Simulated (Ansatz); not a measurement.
# Static equation of state of glassy 86SiO2-5SrO-5ZnO-5MgO (mol %) (63 atoms)

Density of this cell: 2.44 g/cm³. The cell holds 63 atoms: 19 Si, 1 Sr, 1 Zn, 1 Mg and 41 O. Cell: a = 9.636 Å, b = 9.715 Å, c = 9.963 Å, α = 90.3°, β = 88.1°, γ = 86.6°. The starting structure: 63 atoms (19 Si, 1 Sr, 1 Zn, 1 Mg, 41 O) placed at random at 2.44 g/cm³, melted at 4000 K for 10 ps at fixed volume with the Morse and Coulomb pair potential with partial charges (Pedone, Malavasi, Menziani, Cormack and Segre, J. Phys. Chem. B 110, 11780 (2006)). Quenched from 4000 K to 300 K at 50 K/ps and fixed volume, held 10 ps at zero pressure.

Calculated with Ansatz 0.2.0: Kohn-Sham DFT, RPBE, PAW (set soft_2), plane waves; cutoff 420 eV, Γ point, fixed occupations. Cell and atoms were relaxed first, to V0 = 14.770 Å³ an atom at a residual P0 = -0.007 GPa. The cell was then scaled evenly, and the atoms were relaxed at each volume.

| volume (Å³/atom) | pressure (GPa) |
| --- | --- |
| 13.293 | 5.814 |
| 13.883 | ? |
| 14.327 | 1.756 |
| 15.213 | -1.664 |
| 15.656 | -3.362 |

Task: Fit the third-order Birch–Murnaghan equation to the rows given and interpolate to the withheld row.

Worked fit:

Take the Eulerian strain f = ½[(V0/V)^(2/3) − 1] and the normalised pressure F = (P − P0) / [3f(1 + 2f)^(5/2)]. The third-order Birch–Murnaghan equation is then the line F = B0 + (3/2)B0(B′ − 4) f, so u = f and v = F.

```
      u = f  v = F (GPa)
  0.0363830      44.7387
  0.0102569      54.4583
-0.00975661      59.4657
 -0.0190508      64.6818
```

With n = 4: mean u = 0.00445812, mean v = 55.8361, Σ(u − ū)² = 0.0018076, Σ(u − ū)(v − v̄) = -0.62182. Slope b = -0.62182 / 0.0018076 = -344.01; intercept a = v̄ − b ū = 57.370.

So B0 = a = 57.4 GPa and B′ = 4 + 2b/(3a) = 0.00241. At the withheld volume f = 0.02106, F = a + b f = 50.13 GPa, and P = P0 + 3f(1 + 2f)^(5/2) F.

Prediction at 13.883: 3.503 GPa. The run gave 3.450 GPa, so the fit is high by 0.054 GPa (1.6 % of the value).

Among the rows given, the largest miss of the fit is at 15.656, by 0.039 GPa (0.43 % of the range of the table).

Limits: Static cells at zero temperature; the cell shape is held. The program notes that the SCF threshold of these relaxations is loose for the stress. The quench rate of 50 K/ps is many orders above laboratory rates, so the cell is likely richer in defects and strain than a real sample. The network of bonds at the start is that of the classical potential that made the cell, and needn't be the one that DFT or experiment would give. Only the Γ point is sampled, in a cell whose shortest periodic width is 10 Å.

[Logs are printed without paths, hosts, clocks, repeated set-up lines and the standing remarks that a program may print on its own settings, such as how far it seeks lower states.]

[Hosts, paths, dates, database ids (printed as entryN), source tags and the programs' standing remarks are cut or masked in the printed files.]
